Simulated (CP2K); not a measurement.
The N K edge of tetramethylammonium was computed by TDDFT (CP2K XAS_TDP, aug-cc-pVDZ, TDA) at these levels: PBE0, PBEh(45%) and PBEh(45%) + GW2X. The first three lines of N2 (bonded to 4 C) with a strength over 0.0015, energy in eV and strength:

| run | first | second | third |
| --- | --- | --- | --- |
| 1 | 395.67 (0.029) | 395.68 (0.029) | 395.70 (0.028) |
| 2 | 402.51 (0.052) | 402.54 (0.052) | 402.56 (0.051) |
| 3 | 406.70 (0.051) | 406.73 (0.051) | 406.75 (0.051) |

**Question.** Which run is which?

Run 1: PBE0 (25 % exact exchange). Run 2: PBEh(45%) (45 % exact exchange). Run 3: PBEh(45%) + GW2X (45 % exact exchange). Self-interaction lifts the core level, so the uncorrected lines rise with the share of exact exchange. The GW2X run keeps the spacings of its parent: 0.03 eV between the first two lines in run 3, 0.03 eV in run 2. Its shift is +4.19 eV, since the Kohn–Sham level at this share of exchange lies that far above the quasiparticle level.

[Hosts, paths, dates, database ids (printed as entryN), source tags and the programs' standing remarks are cut or masked in the printed files.]
